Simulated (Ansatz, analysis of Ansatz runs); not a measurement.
# Y2S2O (P2_1/c), nudged elastic band: V_S hop (3.4 Å) (q = +2), part 3 of 3

Aim: the barrier of one jump in Y2S2O (P2_1/c) at charge +2: V_S hop (3.4 Å). The model is a cell of 40 host atoms with 1 S taken out; S is the atom that moves.

Ansatz 0.2.0; plane-wave PAW DFT, LDA; nudged elastic band between two relaxed defect structures at fixed charge in a uniform background.

So far: The structure; Relaxation of the start point, charge +2; Relaxation of the end point, charge +2.

**4. Nudged elastic band, charge +2**

5 movable images are laid between the ends on a pair-potential path, which keeps atoms from colliding in the first guess. Each image feels the true force across the path and a spring force along it. The highest image is set to climb to the top of the path.

This step: plane-wave PAW DFT, LDA; nudged elastic band between two relaxed defect structures at fixed charge in a uniform background.

qp2.neb/input.yaml

```yaml
crystal:
  lattice:
    - [-1.13015356, 6.77967323, 6.6421666]
    - [6.96905613, 0.0, 6.61852732]
    - [8.0992097, 6.77967323, -0.02363928]
  atoms:
    - { symbol: "Y", position: [0.40081226, 0.32690804, 0.54718741] }
    - { symbol: "Y", position: [0.91622196, 0.83171472, 0.02985444] }
    - { symbol: "Y", position: [0.02736337, 0.72033402, 0.41505965] }
    - { symbol: "Y", position: [0.53515932, 0.22438309, 0.91303657] }
    - { symbol: "Y", position: [0.07675555, 0.16828164, 0.97226172] }
    - { symbol: "Y", position: [0.58337479, 0.66379417, 0.46871305] }
    - { symbol: "Y", position: [0.45803746, 0.8058704, 0.0728576] }
    - { symbol: "Y", position: [0.96795632, 0.2784457, 0.58457941] }
    - { symbol: "Y", position: [0.05931558, 0.62155498, 0.80381712] }
    - { symbol: "Y", position: [0.55081734, 0.11428655, 0.30333097] }
    - { symbol: "Y", position: [0.30731925, 0.52202162, 0.05532704] }
    - { symbol: "Y", position: [0.80080273, 0.0152578, 0.55875974] }
    - { symbol: "Y", position: [0.44376552, 0.87775559, 0.69758911] }
    - { symbol: "Y", position: [0.96790553, 0.3670565, 0.19958398] }
    - { symbol: "Y", position: [0.19739974, 0.97335042, 0.44933317] }
    - { symbol: "Y", position: [0.70608578, 0.48857079, 0.92280032] }
    - { symbol: S, position: [0.15767066, 0.81492959, 0.11448782] }
    - { symbol: S, position: [0.66134361, 0.30784773, 0.60403875] }
    - { symbol: S, position: [0.24329821, 0.18117411, 0.13285924] }
    - { symbol: S, position: [0.73432447, 0.69605912, 0.62084107] }
    - { symbol: S, position: [0.26749604, 0.32139186, 0.36496326] }
    - { symbol: S, position: [0.76098943, 0.80327114, 0.87586609] }
    - { symbol: S, position: [0.37489924, 0.55310977, 0.7650867] }
    - { symbol: S, position: [0.86208962, 0.07202716, 0.26344511] }
    - { symbol: S, position: [0.10248242, 0.41737248, 0.66850057] }
    - { symbol: S, position: [0.61462175, 0.91425524, 0.16180211] }
    - { symbol: S, position: [0.34928882, 0.67142484, 0.38061001] }
    - { symbol: S, position: [0.83619458, 0.19184582, 0.88312076] }
    - { symbol: S, position: [0.37857002, 0.09269889, 0.83895433] }
    - { symbol: S, position: [0.88351221, 0.5819572, 0.33458717] }
    - { symbol: S, position: [0.13195898, 0.94491832, 0.73671596] }
    - { symbol: O, position: [0.43738533, 0.9056857, 0.47654809] }
    - { symbol: O, position: [0.93207886, 0.41247483, 0.98260889] }
    - { symbol: O, position: [0.02996767, 0.81780144, 0.55963105] }
    - { symbol: O, position: [0.5353984, 0.32699557, 0.06282244] }
    - { symbol: O, position: [0.0670224, 0.58810429, 0.0261242] }
    - { symbol: O, position: [0.55576679, 0.09587875, 0.52255208] }
    - { symbol: O, position: [0.48118134, 0.673732, 0.94938935] }
    - { symbol: O, position: [0.97719067, 0.16999492, 0.44406919] }
total_charge: 2
basis:
  ecutwfc: 420
  xc_grid: 2
hamiltonian:
  xc: lda
kpoints:
  mp_grid: { grid: [1, 1, 1] }
scf:
  occupations: { method: fixed }
  max_iter: 60
output:
  forces: true
neb:
  images: 5
  f_tol: 0.05
  climbing: true
  initial_path: idpp
  max_iterations: 45
  order_check: false
  final_atoms:
    - { symbol: "Y", position: [0.42218735, 0.3127026, 0.53670271] }
    - { symbol: "Y", position: [0.91722266, 0.83128106, 0.03313354] }
    - { symbol: "Y", position: [0.00793092, 0.72802926, 0.41935973] }
    - { symbol: "Y", position: [0.53136496, 0.21335879, 0.92022508] }
    - { symbol: "Y", position: [0.08620352, 0.16643122, 0.97011123] }
    - { symbol: "Y", position: [0.5944266, 0.65450834, 0.47916757] }
    - { symbol: "Y", position: [0.47961915, 0.78104876, 0.06760577] }
    - { symbol: "Y", position: [0.96599327, 0.28343658, 0.58864412] }
    - { symbol: "Y", position: [0.05962166, 0.62470539, 0.79982967] }
    - { symbol: "Y", position: [0.5527712, 0.11343707, 0.3036306] }
    - { symbol: "Y", position: [0.30283892, 0.51265221, 0.06057522] }
    - { symbol: "Y", position: [0.80260614, 0.01988505, 0.55561825] }
    - { symbol: "Y", position: [0.44053936, 0.86785642, 0.69982765] }
    - { symbol: "Y", position: [0.94202407, 0.379838, 0.19716112] }
    - { symbol: "Y", position: [0.19148381, 1.00114795, 0.44598076] }
    - { symbol: "Y", position: [0.7001278, 0.47187368, 0.94947206] }
    - { symbol: S, position: [0.1743658, 0.79423831, 0.13501019] }
    - { symbol: S, position: [0.66079445, 0.30356077, 0.61917035] }
    - { symbol: S, position: [0.23420552, 0.18378459, 0.13509274] }
    - { symbol: S, position: [0.73751806, 0.68116975, 0.63291642] }
    - { symbol: S, position: [0.26502676, 0.3042204, 0.37407624] }
    - { symbol: S, position: [0.76798375, 0.81216241, 0.86677815] }
    - { symbol: S, position: [0.3739593, 0.55031201, 0.7588196] }
    - { symbol: S, position: [0.86261446, 0.06236352, 0.26180934] }
    - { symbol: S, position: [0.12283022, 0.42562811, 0.65193299] }
    - { symbol: S, position: [0.60502515, 0.90202954, 0.17075592] }
    - { symbol: S, position: [0.62007594, 0.45415681, 0.24828644] }
    - { symbol: S, position: [0.83813194, 0.18696208, 0.89176667] }
    - { symbol: S, position: [0.38514644, 0.08142237, 0.83682524] }
    - { symbol: S, position: [0.88676293, 0.58377553, 0.33632295] }
    - { symbol: S, position: [0.12734682, 0.94689281, 0.74252201] }
    - { symbol: O, position: [0.43621366, 0.89797476, 0.4745737] }
    - { symbol: O, position: [0.94242912, 0.41151534, 0.97158886] }
    - { symbol: O, position: [0.04017191, 0.82586703, 0.5483812] }
    - { symbol: O, position: [0.52669298, 0.31806881, 0.0637324] }
    - { symbol: O, position: [0.06224088, 0.58956615, 0.026758] }
    - { symbol: O, position: [0.56000367, 0.07813292, 0.52981673] }
    - { symbol: O, position: [0.47671483, 0.66973063, 0.93784955] }
    - { symbol: O, position: [0.9661716, 0.1829945, 0.4428374] }
```

On the command line:

```bash
$ ansatz run input.yaml --threads 4 --pin off --max-ram 7536MiB --backend cpu --events-out ev --progress --plain --runs-dir out
```

Numbers of over 12 decimals in the logs are rounded to 6 here.

The log of the run:

```text
[...]
Warning: neb: disabling space-group detection — the band's intermediate images generally break the endpoint symmetry, so no spatial operation reduces the k-mesh or symmetrises the density, except that a semilocal band can use its path's symmetry ahead of [...]
[...]
parallel-image band execution: 4 concurrent image workers
NEB image 0
Crystal: 39 atoms, lattice volume = 729.080 Å³
Basis set: ecut = 420 eV, 14223 PW (Γ), exchange–correlation on 128×144×144 points (8 copies of the dense FFT grid, shifted against one another)
Bands: 195, of which v1, the nominal top of the filled ones, is band 156 counted from 1 (155 counted from 0)
Symmetry: 1 space group operations
k-points: 1
[...]
SCF iter   1: F=—  HF=-77521.537254 eV  |F-HF|=—  |Δ(HF+E_count)|=         —  Δρ=9.88e-3  dr2=1.44e0  ethr=1.77e-3  ⟨swp⟩=4.0  Hψ=623  notcnv=0  defer=35
[...]
SCF iter  10: F=-77521.083897 eV  HF=-77521.083897 eV  |F-HF|=7.23e-9  |Δ(HF+E_count)|=   1.55e-7  Δρ=1.67e-6  dr2=3.04e-8  ethr=3.21e-11  ⟨swp⟩=4.0  Hψ=576  notcnv=0
SCF 1 converged in 10 iterations: F = -77521.083897 eV  dr2 = 3.04e-8
[...]
NSCF: frozen V_eff on 1 k-points
NEB image 6
SCF iter   1: F=—  HF=-77521.427775 eV  |F-HF|=—  |Δ(HF+E_count)|=         —  Δρ=9.79e-3  dr2=1.70e0  ethr=1.77e-3  ⟨swp⟩=4.0  Hψ=558  notcnv=0  defer=35
[...]
SCF iter  10: F=-77520.924912 eV  HF=-77520.924912 eV  |F-HF|=1.78e-8  |Δ(HF+E_count)|=   1.17e-7  Δρ=2.10e-6  dr2=3.18e-8  ethr=3.21e-11  ⟨swp⟩=4.0  Hψ=572  notcnv=0
SCF 2 converged in 10 iterations: F = -77520.924912 eV  dr2 = 3.18e-8
[...]
NEB end point (image 0): max|allowed force component| = 6.227e-3 eV/Å (the criterion of neb.relax_end_points is 1.000e-2)
NEB end point (image 6): max|allowed force component| = 1.974e-2 eV/Å (the criterion of neb.relax_end_points is 1.000e-2)
NEB image 1
SCF iter   1: F=—  HF=-77521.082504 eV  |F-HF|=—  |Δ(HF+E_count)|=         —  Δρ=9.82e-3  dr2=1.34e0  ethr=1.77e-3  ⟨swp⟩=4.0  Hψ=627  notcnv=0  defer=35
[...]
SCF iter  10: F=-77520.653476 eV  HF=-77520.653476 eV  |F-HF|=4.34e-9  |Δ(HF+E_count)|=   1.01e-7  Δρ=1.64e-6  dr2=2.94e-8  ethr=3.21e-11  ⟨swp⟩=4.0  Hψ=557  notcnv=0
SCF 3 converged in 10 iterations: F = -77520.653476 eV  dr2 = 2.94e-8
NEB image 2
SCF iter   1: F=—  HF=-77520.253832 eV  |F-HF|=—  |Δ(HF+E_count)|=         —  Δρ=9.71e-3  dr2=1.25e0  ethr=1.77e-3  ⟨swp⟩=5.0  Hψ=570  notcnv=0  defer=36
[...]
SCF iter  10: F=-77519.851280 eV  HF=-77519.851280 eV  |F-HF|=3.67e-9  |Δ(HF+E_count)|=   5.34e-8  Δρ=1.45e-6  dr2=2.08e-8  ethr=3.21e-11  ⟨swp⟩=4.0  Hψ=538  notcnv=0
SCF 4 converged in 10 iterations: F = -77519.851280 eV  dr2 = 2.08e-8
NEB image 3
SCF iter   1: F=—  HF=-77519.699239 eV  |F-HF|=—  |Δ(HF+E_count)|=         —  Δρ=9.60e-3  dr2=1.19e0  ethr=1.77e-3  ⟨swp⟩=4.0  Hψ=555  notcnv=0  defer=36
[...]
SCF iter   9: F=-77519.314680 eV  HF=-77519.314680 eV  |F-HF|=1.98e-9  |Δ(HF+E_count)|=   4.72e-7  Δρ=3.07e-6  dr2=8.92e-8  ethr=3.21e-11  ⟨swp⟩=3.0  Hψ=634  notcnv=0
SCF 5 converged in 9 iterations: F = -77519.314680 eV  dr2 = 8.92e-8
NEB image 4
SCF iter   1: F=—  HF=-77520.010502 eV  |F-HF|=—  |Δ(HF+E_count)|=         —  Δρ=9.57e-3  dr2=1.29e0  ethr=1.77e-3  ⟨swp⟩=4.0  Hψ=627  notcnv=0  defer=35
[...]
SCF iter  10: F=-77519.608415 eV  HF=-77519.608415 eV  |F-HF|=5.49e-9  |Δ(HF+E_count)|=   4.38e-8  Δρ=1.18e-6  dr2=1.57e-8  ethr=3.21e-11  ⟨swp⟩=4.0  Hψ=534  notcnv=0
SCF 6 converged in 10 iterations: F = -77519.608415 eV  dr2 = 1.57e-8
NEB image 5
SCF iter   1: F=—  HF=-77520.870419 eV  |F-HF|=—  |Δ(HF+E_count)|=         —  Δρ=9.66e-3  dr2=1.48e0  ethr=1.77e-3  ⟨swp⟩=4.0  Hψ=558  notcnv=0  defer=35
[...]
SCF iter  10: F=-77520.425030 eV  HF=-77520.425030 eV  |F-HF|=1.36e-8  |Δ(HF+E_count)|=   7.83e-8  Δρ=1.75e-6  dr2=2.51e-8  ethr=3.21e-11  ⟨swp⟩=4.0  Hψ=533  notcnv=0
SCF 7 converged in 10 iterations: F = -77520.425030 eV  dr2 = 2.51e-8
NEB iter   1: max|band force component| = 1.935e0 eV/Å  barrier→ = 1.7692 eV  barrier← = 1.6102 eV  Δτ_max = 0.1992 Å  (69 SCF iters)
NEB image 1
[...]
SCF iter   9: F=-77520.569419 eV  HF=-77520.569419 eV  |F-HF|=1.24e-8  |Δ(HF+E_count)|=   7.64e-8  Δρ=2.16e-6  dr2=3.57e-8  ethr=3.21e-11  ⟨swp⟩=4.0  Hψ=578  notcnv=0
SCF 8 converged in 9 iterations: F = -77520.569419 eV  dr2 = 3.57e-8
NEB image 2
[...]
SCF iter   9: F=-77520.153911 eV  HF=-77520.153911 eV  |F-HF|=1.19e-8  |Δ(HF+E_count)|=   5.04e-8  Δρ=2.16e-6  dr2=4.36e-8  ethr=3.21e-11  ⟨swp⟩=4.0  Hψ=576  notcnv=0
SCF 9 converged in 9 iterations: F = -77520.153911 eV  dr2 = 4.36e-8
NEB image 3
[...]
SCF iter   9: F=-77519.875145 eV  HF=-77519.875145 eV  |F-HF|=5.75e-9  |Δ(HF+E_count)|=   6.41e-8  Δρ=2.20e-6  dr2=4.63e-8  ethr=3.21e-11  ⟨swp⟩=4.0  Hψ=572  notcnv=0
SCF 10 converged in 9 iterations: F = -77519.875145 eV  dr2 = 4.63e-8
NEB image 4
[...]
SCF iter   9: F=-77519.979253 eV  HF=-77519.979253 eV  |F-HF|=5.43e-9  |Δ(HF+E_count)|=   8.91e-8  Δρ=2.19e-6  dr2=4.64e-8  ethr=3.21e-11  ⟨swp⟩=4.0  Hψ=578  notcnv=0
SCF 11 converged in 9 iterations: F = -77519.979253 eV  dr2 = 4.64e-8
NEB image 5
[...]
SCF iter   9: F=-77520.476788 eV  HF=-77520.476788 eV  |F-HF|=3.20e-9  |Δ(HF+E_count)|=   5.85e-8  Δρ=1.75e-6  dr2=2.70e-8  ethr=3.21e-11  ⟨swp⟩=4.0  Hψ=538  notcnv=0
SCF 12 converged in 9 iterations: F = -77520.476788 eV  dr2 = 2.70e-8
NEB iter   2: max|band force component| = 1.181e0 eV/Å  barrier→ = 1.2088 eV  barrier← = 1.0498 eV  Δτ_max = 0.1929 Å  (45 SCF iters)
NEB image 1
[...]
SCF iter   9: F=-77520.831634 eV  HF=-77520.831634 eV  |F-HF|=5.73e-9  |Δ(HF+E_count)|=   4.19e-8  Δρ=1.29e-6  dr2=1.41e-8  ethr=3.21e-11  ⟨swp⟩=4.0  Hψ=564  notcnv=0
SCF 13 converged in 9 iterations: F = -77520.831634 eV  dr2 = 1.41e-8
NEB image 2
[...]
SCF iter   9: F=-77520.384724 eV  HF=-77520.384724 eV  |F-HF|=2.91e-9  |Δ(HF+E_count)|=   2.10e-9  Δρ=1.04e-6  dr2=8.58e-9  ethr=3.21e-11  ⟨swp⟩=4.0  Hψ=495  notcnv=0
SCF 14 converged in 9 iterations: F = -77520.384724 eV  dr2 = 8.58e-9
NEB image 3
[...]
SCF iter   9: F=-77520.190044 eV  HF=-77520.190044 eV  |F-HF|=1.56e-9  |Δ(HF+E_count)|=   1.09e-8  Δρ=1.21e-6  dr2=1.21e-8  ethr=3.21e-11  ⟨swp⟩=3.0  Hψ=511  notcnv=0
SCF 15 converged in 9 iterations: F = -77520.190044 eV  dr2 = 1.21e-8
NEB image 4
[...]
SCF iter   9: F=-77520.394652 eV  HF=-77520.394652 eV  |F-HF|=2.02e-9  |Δ(HF+E_count)|=   2.36e-8  Δρ=1.22e-6  dr2=1.45e-8  ethr=3.21e-11  ⟨swp⟩=3.0  Hψ=511  notcnv=0
SCF 16 converged in 9 iterations: F = -77520.394652 eV  dr2 = 1.45e-8
NEB image 5
[...]
SCF iter   8: F=-77520.745195 eV  HF=-77520.745195 eV  |F-HF|=9.90e-10  |Δ(HF+E_count)|=   2.66e-7  Δρ=2.58e-6  dr2=5.25e-8  ethr=3.21e-11  ⟨swp⟩=2.0  Hψ=607  notcnv=0
SCF 17 converged in 8 iterations: F = -77520.745195 eV  dr2 = 5.25e-8
NEB iter   3: max|band force component| = 4.390e-1 eV/Å  barrier→ = 0.8939 eV  barrier← = 0.7349 eV  CI = image 3  Δτ_max = 0.0654 Å  (44 SCF iters)
[...]
NEB iter   4: max|band force component| = 1.776e-1 eV/Å  barrier→ = 0.8469 eV  barrier← = 0.6879 eV  CI = image 3  Δτ_max = 0.0379 Å  (40 SCF iters)
[...]
NEB iter   5: max|band force component| = 1.211e-1 eV/Å  barrier→ = 0.8378 eV  barrier← = 0.6789 eV  CI = image 3  Δτ_max = 0.0337 Å  (36 SCF iters)
NEB image 1
[...]
SCF iter   6: F=-77520.871636 eV  HF=-77520.871636 eV  |F-HF|=1.28e-9  |Δ(HF+E_count)|=   3.73e-8  Δρ=2.63e-6  dr2=6.75e-8  ethr=3.21e-11  ⟨swp⟩=4.0  Hψ=579  notcnv=0
SCF 28 converged in 6 iterations: F = -77520.871636 eV  dr2 = 6.75e-8
NEB image 2
[...]
SCF iter   7: F=-77520.442939 eV  HF=-77520.442939 eV  |F-HF|=3.30e-8  |Δ(HF+E_count)|=   3.30e-8  Δρ=2.50e-6  dr2=4.37e-8  ethr=3.21e-11  ⟨swp⟩=4.0  Hψ=524  notcnv=0
SCF 29 converged in 7 iterations: F = -77520.442939 eV  dr2 = 4.37e-8
NEB image 3
[...]
SCF iter   7: F=-77520.251251 eV  HF=-77520.251251 eV  |F-HF|=1.62e-8  |Δ(HF+E_count)|=   5.61e-8  Δρ=1.92e-6  dr2=2.84e-8  ethr=3.21e-11  ⟨swp⟩=4.0  Hψ=536  notcnv=0
SCF 30 converged in 7 iterations: F = -77520.251251 eV  dr2 = 2.84e-8
NEB image 4
[...]
SCF iter   7: F=-77520.454880 eV  HF=-77520.454880 eV  |F-HF|=5.52e-8  |Δ(HF+E_count)|=   4.70e-8  Δρ=3.27e-6  dr2=6.99e-8  ethr=3.21e-11  ⟨swp⟩=4.0  Hψ=569  notcnv=0
SCF 31 converged in 7 iterations: F = -77520.454880 eV  dr2 = 6.99e-8
NEB image 5
[...]
SCF iter   6: F=-77520.791204 eV  HF=-77520.791204 eV  |F-HF|=8.44e-10  |Δ(HF+E_count)|=   1.99e-8  Δρ=2.34e-6  dr2=4.73e-8  ethr=3.21e-11  ⟨swp⟩=4.0  Hψ=555  notcnv=0
SCF 32 converged in 6 iterations: F = -77520.791204 eV  dr2 = 4.73e-8
NEB image 1
[...]
NEB image 2
[...]
NEB image 4
[...]
NEB image 5
[...]
NEB image 3
[...]
the band table was solved once a step of the walk had ended and its energy, with any forces and stress, was formed, with the checks that follow a solve (894 applications of the Hamiltonian). They found nothing against the state; [...]
NEB iter   6: max|band force component| = 4.324e-2 eV/Å  barrier→ = 0.8326 eV  barrier← = 0.6737 eV  CI = image 3  Δτ_max = 0.0000 Å  (33 SCF iters)
SCF converged after 7 iterations
Free energy (F): -77520.251251 eV
[...]
Internal energy: -77520.251251 eV  (E = F + TS)
E sigma→0 (E₀):  -77520.251251 eV
Fermi energy:    8.775483 eV
[...]
--- Forces (eV/Å), atoms counted from 1 ---
  atom   1  Y     -0.00257806     0.01252744     0.02423748
  atom   2  Y     -0.00043435    -0.00300920    -0.00934714
  [... 3 atoms left out ...]
  atom   6  Y      0.02417109     0.03202619     0.01255167
  atom   7  Y      0.00937525    -0.00230241    -0.01629783
  [... 9 atoms left out ...]
  atom  17  S      0.00435664    -0.01357960     0.00993537
  atom  18  S      0.00072963     0.00554567     0.00817156
  [... 2 atoms left out ...]
  atom  21  S     -0.00577464     0.00271773    -0.01602279
  [... 4 atoms left out ...]
  atom  26  S      0.00618599     0.00339820     0.00552518
  atom  27  S     -0.01286617    -0.01830449    -0.01935595
  [... 9 atoms left out ...]
  atom  37  O     -0.00782622    -0.00068218    -0.00169840
  atom  38  O      0.00291310     0.01455991     0.00005975
  [... 1 atom left out ...]
  max |Σ_I F_I| component: 1.63e-5 eV/Å
--- Band table (eV) ---
[...]
this run last wrote the band of iteration 6 to <dir>
--- NEB band (7 images, 6 band iterations, 267 SCF iterations) ---
  forward barrier  = 0.832646 eV
  backward barrier = 0.673662 eV
  climbing image's point = of an order that was not read
  energies are F+E_penalty+E_count in eV, relative to image 0
  image     s (Å)  Δ vs image 0  max|band force component| (eV/Å)
      0    0.0000      0.000000                                 —
      1    0.5748      0.212261                          2.079e-2
      2    1.1494      0.640958                          2.643e-2
  *   3    1.7240      0.832646                          3.200e-2
      4    2.3490      0.629017                          4.324e-2
      5    2.9740      0.292693                          3.886e-2
      6    3.5990      0.158984                                 —
  climbing-image geometry (image 3):
  cell:  # Å, volume = 729.0804 Å³
    - [-1.13015356, 6.77967323, 6.6421666]
    - [6.96905613, 0.0, 6.61852732]
    - [8.0992097, 6.77967323, -0.02363928]
  atoms:
    - { symbol: Y, position: [0.406104, 0.299271, 0.553899] }
    - { symbol: Y, position: [0.920232, 0.834422, 0.029474] }
    - { symbol: Y, position: [0.013295, 0.726873, 0.416286] }
    - { symbol: Y, position: [0.534750, 0.222576, 0.919145] }
    - { symbol: Y, position: [0.079517, 0.169079, 0.975834] }
    - { symbol: Y, position: [0.584474, 0.651579, 0.466647] }
    - { symbol: Y, position: [0.478877, 0.800569, 0.052170] }
    - { symbol: Y, position: [0.960970, 0.283397, 0.587419] }
    - { symbol: Y, position: [0.066049, 0.622556, 0.800614] }
    - { symbol: Y, position: [0.552569, 0.107067, 0.303573] }
    - { symbol: Y, position: [0.306672, 0.515829, 0.065476] }
    - { symbol: Y, position: [0.800651, 0.014100, 0.560740] }
    - { symbol: Y, position: [0.440235, 0.861540, 0.694212] }
    - { symbol: Y, position: [0.953523, 0.379677, 0.197841] }
    - { symbol: Y, position: [0.189527, 0.998949, 0.443285] }
    - { symbol: Y, position: [0.708185, 0.484528, 0.923944] }
    - { symbol: S, position: [0.166009, 0.808606, 0.124264] }
    - { symbol: S, position: [0.662613, 0.287299, 0.624221] }
    - { symbol: S, position: [0.235592, 0.194749, 0.133311] }
    - { symbol: S, position: [0.736071, 0.687377, 0.619419] }
    - { symbol: S, position: [0.262164, 0.300968, 0.376154] }
    - { symbol: S, position: [0.768844, 0.798488, 0.873422] }
    - { symbol: S, position: [0.378228, 0.552629, 0.763965] }
    - { symbol: S, position: [0.860251, 0.073684, 0.263723] }
    - { symbol: S, position: [0.109216, 0.425020, 0.659638] }
    - { symbol: S, position: [0.615237, 0.916359, 0.160270] }
    - { symbol: S, position: [0.489991, 0.562803, 0.324655] }
    - { symbol: S, position: [0.839785, 0.191561, 0.888830] }
    - { symbol: S, position: [0.376275, 0.101007, 0.848816] }
    - { symbol: S, position: [0.885262, 0.583172, 0.333102] }
    - { symbol: S, position: [0.126818, 0.947689, 0.737839] }
    - { symbol: O, position: [0.432752, 0.896105, 0.469678] }
    - { symbol: O, position: [0.934954, 0.415663, 0.978459] }
    - { symbol: O, position: [0.039917, 0.821276, 0.550567] }
    - { symbol: O, position: [0.535163, 0.325710, 0.069058] }
    - { symbol: O, position: [0.068293, 0.590904, 0.025390] }
    - { symbol: O, position: [0.557263, 0.074376, 0.530458] }
    - { symbol: O, position: [0.481141, 0.673666, 0.935615] }
    - { symbol: O, position: [0.964139, 0.180506, 0.442780] }
```

Wall time 2.4 min (4 threads of Arm Neoverse V1, shared host); peak memory 2.2 GiB; 6.3 min of CPU time.

In the SCF lines HF is the Harris–Foulkes energy and dr2 the Hartree energy of the density residual, in eV; the loop may stop once dr2 is under the threshold and the program's other checks hold. Hψ counts applications of the Hamiltonian.

The path, image by image:

```csv
image,path (Å),energy (eV),"S27: x, y, z (Å)"
0,0.000,0.0000,"7.367, 4.948, 6.755"
1,0.575,0.2123,"6.954, 5.054, 6.741"
2,1.149,0.6410,"6.472, 5.260, 6.834"
3,1.724,0.8326,"5.998, 5.523, 6.972"
4,2.349,0.6290,"5.495, 5.810, 7.136"
5,2.974,0.2927,"4.958, 5.965, 7.226"
6,3.599,0.1590,"4.475, 5.887, 7.119"
```

Read from the output:

| Item | Value |
| --- | --- |
| free energy | -77520.2513 eV |
| barrier forward | 0.8326 eV |
| barrier backward | 0.6737 eV |
| end less start | 0.1590 eV |
| hop length | 3.062 Å |

Track of the atom that was set to move:

```csv
image,x (Å),y (Å),z (Å),nearest neighbour,distance (Å)
0,7.367,4.948,6.755,Y,2.68
1,6.954,5.054,6.741,Y,2.575
2,6.472,5.26,6.834,Y,2.507
3,5.998,5.523,6.972,Y,2.501
4,5.495,5.81,7.136,Y,2.554
5,4.958,5.965,7.226,Y,2.632
6,4.475,5.887,7.119,Y,2.686
```

The band met its tolerance of 0.05 eV/Å after 6 iterations, with image 3 on top (the start counts as 0). S27, which moves farthest between the ends, has 5 Y at 2.68 to 3.05 Å nearest at the start and 3 Y at 2.50 to 2.61 Å at the top.

**5. Summary of results**

| Property | Result |
| --- | --- |
| barrier forward | 0.83 eV |
| barrier backward | 0.67 eV |
| end less start | 0.16 eV |
| hop length | 3.06 Å |
| band iterations, as the log counts them | 6 |

What this shows: The top of the band lies 0.83 eV above the start and 0.67 eV above the end. With an assumed prefactor of 1e13 per second it gives one hop a second along this one path at about 320 K; whether such hops link up through the crystal wasn't checked. At the top S27 stands 2.50 Å from its nearest Y, 0.18 Å closer than at the start. The order of the top as a saddle was not checked for all atoms, so a bent path could be lower. No image-charge correction is applied; it largely cancels along a path if the charge stays localised alike. Limits: sampling at the zone centre alone can move energies of charged and open-shell states by tenths of an eV or more in cells of this size.

[Logs are printed without paths, hosts, clocks, repeated set-up lines and the standing remarks that a program may print on its own settings, such as how far it seeks lower states.]

[Hosts, paths, dates, database ids (printed as entryN), source tags and the programs' standing remarks are cut or masked in the printed files.]
